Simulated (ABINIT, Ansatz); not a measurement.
# A GW chain in ABINIT: K2TaNbO6 (Fm-3m)

How does a plane-wave GW calculation on K2TaNbO6 (Fm-3m) run from the first input to the gap?

Program: ABINIT 10.8.3. Level of theory: PBEsol and many-body steps on it, plane waves. Results are calculated unless marked as measured.

Most raw output is cut from this account.

## 1. Starting point

Symmetry: Fm-3m, No. 225, cubic system. Conventional cell: a = 8.089 Å, b = 8.089 Å, c = 8.089 Å, α = 90.00°, β = 90.00°, γ = 90.00°. K has 12 O at 2.86 Å nearest. Nearest to Ta lie 6 O at 2.01 Å. Nearest to Nb lie 6 O at 2.03 Å. O has 1 Ta at 2.01 Å and 1 Nb at 2.03 Å and 4 K at 2.86 Å nearest. Farther neighbours and most contacts between anions are not listed.

The cell and positions are those that the Materials Project relaxed with its own functionals (PBE, PBE+U or r2SCAN), kept fixed. Spin-orbit coupling is left out unless a step names it.

## 2. Ground state

This step: ABINIT 10.8.3; DFT, PBEsol, plane waves, norm-conserving pseudopotentials.

The ground-state density comes first.

Contents of run.abi:

```
acell 3*1.0 Angstrom
rprim 
  -0.000000000000 4.044428000000 4.044428000000
  4.044428000000 -0.000000000000 4.044428000000
  4.044428000000 4.044428000000 -0.000000000000
ntypat 4
znucl 19 73 41 8
natom 10
typat 1 1 2 3 4 4 4 4 4 4
xred 
  0.250000000000 0.250000000000 0.250000000000
  0.750000000000 0.750000000000 0.750000000000
  0.500000000000 0.500000000000 0.500000000000
  -0.000000000000 0.000000000000 -0.000000000000
  0.749028000000 0.250972000000 0.250972000000
  0.250972000000 0.749028000000 0.749028000000
  0.250972000000 0.749028000000 0.250972000000
  0.749028000000 0.250972000000 0.749028000000
  0.250972000000 0.250972000000 0.749028000000
  0.749028000000 0.749028000000 0.250972000000
pp_dirpath "pseudos"
pseudos "K.upf, Ta.upf, Nb.upf, O.upf"
ecut 37
ngkpt 4 4 4
nshiftk 1
shiftk 0 0 0
kptopt 1
chksymbreak 0
nband 49
occopt 1
tolvrs 1e-10
nstep 60
prtwf 0
optforces 0
optstress 0
indata_prefix "in"
outdata_prefix "out"
tmpdata_prefix "tmp"
```

Command:

```sh
OMP_NUM_THREADS=1 mpirun -n 4 abinit run.abi > log
```

Run time: 73 s. Hardware: 4 MPI ranks of Intel Xeon Platinum 8488C (Sapphire Rapids), shared host; peak memory 0.6 GiB.

This step gave:

| Property | Result |
| --- | --- |
| total energy | -7802.1415 eV |
| gap | 1.698 eV |
| k of the valence top | 0, 0, 0 |
| k of the conduction bottom | 0, 0, 0 |
| least direct gap | 1.698 eV |

The gap is direct, at Γ.

## 3. Empty states on the mesh, 2×2×2 mesh, 278 bands

The sums over transitions need many empty states on a uniform mesh; this step solves for them.

Changes to run.abi since step 2:

```diff
@@ -23,3 +23,3 @@
 ecut 37
-ngkpt 4 4 4
+ngkpt 2 2 2
 nshiftk 1
@@ -28,9 +28,10 @@
 chksymbreak 0
-nband 49
-occopt 1
-tolvrs 1e-10
+iscf -2
+irdden 1
+istwfk *1
+nband 278
+nbdbuf 24
+tolwfr 1e-09
 nstep 60
-prtwf 0
-optforces 0
-optstress 0
+prtvol 0
 indata_prefix "in"
```

Elapsed: 3.9 min, on 4 MPI ranks; peak memory 0.49 GiB; 16 min of CPU time.

This step gave:

```
gap                                                           : 1.698 eV
k of the valence top                                          : 0, 0, 0
k of the conduction bottom                                    : 0, 0, 0
least direct gap                                              : 1.698 eV
k points computed                                             : 3
lowest point of the top converged band, above the valence top : 71.9812 eV
```

On this mesh the gap is 1.698 eV.

## 4. Screening, 2×2×2 mesh, 254 bands, screening to 176.9 eV

The RPA dielectric matrix is built and inverted for each q.

This step: RPA screening on PBEsol, plane waves, norm-conserving pseudopotentials.

Changes to run.abi since step 3:

```diff
@@ -28,10 +28,11 @@
 chksymbreak 0
-iscf -2
-irdden 1
 istwfk *1
-nband 278
-nbdbuf 24
-tolwfr 1e-09
-nstep 60
-prtvol 0
+occopt 1
+irdwfk 1
+optdriver 3
+nband 254
+ecuteps 6.5
+inclvkb 2
+awtr 1
+symchi 1
 indata_prefix "in"
```

Wall time 2.3 min (4 MPI ranks); peak memory 3 GiB; 9.1 min of CPU time.

This step gave:

| Property | Result |
| --- | --- |
| ε∞ with local fields, on this mesh, along the program's q direction | 8.435 |
| the same without local fields | 8.963 |
| plasma frequency | 28.87 eV |
| plane waves in the screening matrix | 725 |

Local fields lower ε∞ by 6 %. On a Γ-centred mesh this coarse the value itself is usually too large, while a short band sum pulls it down.

## 5. Self-energy, 2×2×2 mesh, 254 bands, screening to 176.9 eV

The self-energy is evaluated for the states that the input lists, and the levels follow from it, in one-shot runs by the linearised quasiparticle equation.

This step: G0W0 on PBEsol, plane waves, norm-conserving pseudopotentials.

Changes to run.abi since step 4:

```diff
@@ -31,8 +31,15 @@
 irdwfk 1
-optdriver 3
+optdriver 4
 nband 254
+gwcalctyp 0
+ecutsigx 37
+symsigma 1
+nkptgw 1
+kptgw 
+  0.0000000000 0.0000000000 0.0000000000
+bdgw 
+  38 43
 ecuteps 6.5
-inclvkb 2
-awtr 1
-symchi 1
+irdscr 1
+ppmodel 1
 indata_prefix "in"
```

Run time: 29 s. Hardware: 4 MPI ranks; peak memory 2.2 GiB.

Numbers from this step:

| Quantity | Value |
| --- | --- |
| G0W0 gap on the points computed | 2.803 eV |
| starting gap on the mesh | 1.698 eV |
| k of the valence top | 0, 0, 0 |
| k of the conduction bottom | 0, 0, 0 |
| Z at the valence top | 0.763 |
| Z at the conduction bottom | 0.814 |
| least direct G0W0 gap on the computed points | 2.803 eV |

The gap on the mesh goes from 1.70 eV to 2.80 eV, a correction of +1.11 eV.

Limits: finite bands, cutoff and mesh; no spin-orbit coupling; coarse k mesh. v1 is the top filled band, c1 the lowest empty one. Levels before and after the correction, in eV, zero at the valence-band top of each column:

```csv
,conduction bottom,valence top
Kohn-Sham,1.70,0.00
G0W0,2.80,0.00
```

```csv
,level,energy (eV)
Kohn-Sham,Γ v3-v1,0.000
Kohn-Sham,Γ c1-c3,1.698
G0W0,Γ v3-v1,0.000
G0W0,Γ c1-c3,2.803
```

## 6. Where the time went

Times are wall times on 4 MPI ranks of Intel Xeon Platinum 8488C (Sapphire Rapids), shared host, good to a factor of about two.

```csv
step,time,share,memory (GiB)
ground state,73 s,15 %,0.6
empty states on the mesh,3.9 min,49 %,0.49
screening,2.3 min,29 %,3.0
self-energy,29 s,6 %,2.2
```

## 7. Outcome

```yaml
pbesol_gap: 1.70 eV, direct
g0w0_gap_on_the_mesh: 2.80 eV
gw_settings: 2×2×2 mesh, 254 bands, screening to 176.9 eV, Godby-Needs plasmon pole
known_limits: not at the basis limit; no spin-orbit coupling; coarse k mesh
```

What this shows: G0W0 moves the gap on the mesh from 1.70 eV to 2.80 eV (+1.11 eV), with Z of 0.76 and 0.81 at the edges. Local fields lower the RPA ε∞ on this mesh from 8.96 to 8.43; a Γ-centred mesh this coarse tends to raise both, most where the direct gap is narrow, while a short band sum lowers them. Only 1 of the mesh's irreducible points was corrected, so a valley elsewhere could overtake. The dearest step here is «empty states on the mesh». Bands and cutoff are finite, so the gap is not at the basis limit. The miss can reach some tenths of an eV and take either sign; the mesh is an error of its own. In the G0W0 run levels were corrected at 1 k point alone, so a gap called «on the mesh» is the least over those, and an edge elsewhere would be missed. The 2×2×2 mesh is coarse for this cell, which bears on the long-range parts of exchange and screening. The many-body steps are scalar-relativistic: spin-orbit coupling is not in them.

[Paths, hosts, dates, memory and timing lines, banners, echoed tables and standing remarks are left out of the program output.]

[Logs are printed without paths, hosts, clocks, repeated set-up lines and the standing remarks that a program may print on its own settings, such as how far it seeks lower states.]

[Runs of the session that timed out or met a known fault of the program may be left out.]

[Hosts, paths, dates, database ids (printed as entryN), source tags and the programs' standing remarks are cut or masked in the printed files.]

[G0W0 gaps are taken among the corrected bands and points alone; a level outside them can change the order at an edge.]

[Where Ansatz stands beside ABINIT at settings called matched, ABINIT's density can come from a denser mesh and the files from another edition; pairs whose starting gaps differed by over 0.03 eV were left out, so agreement reads better than it is.]
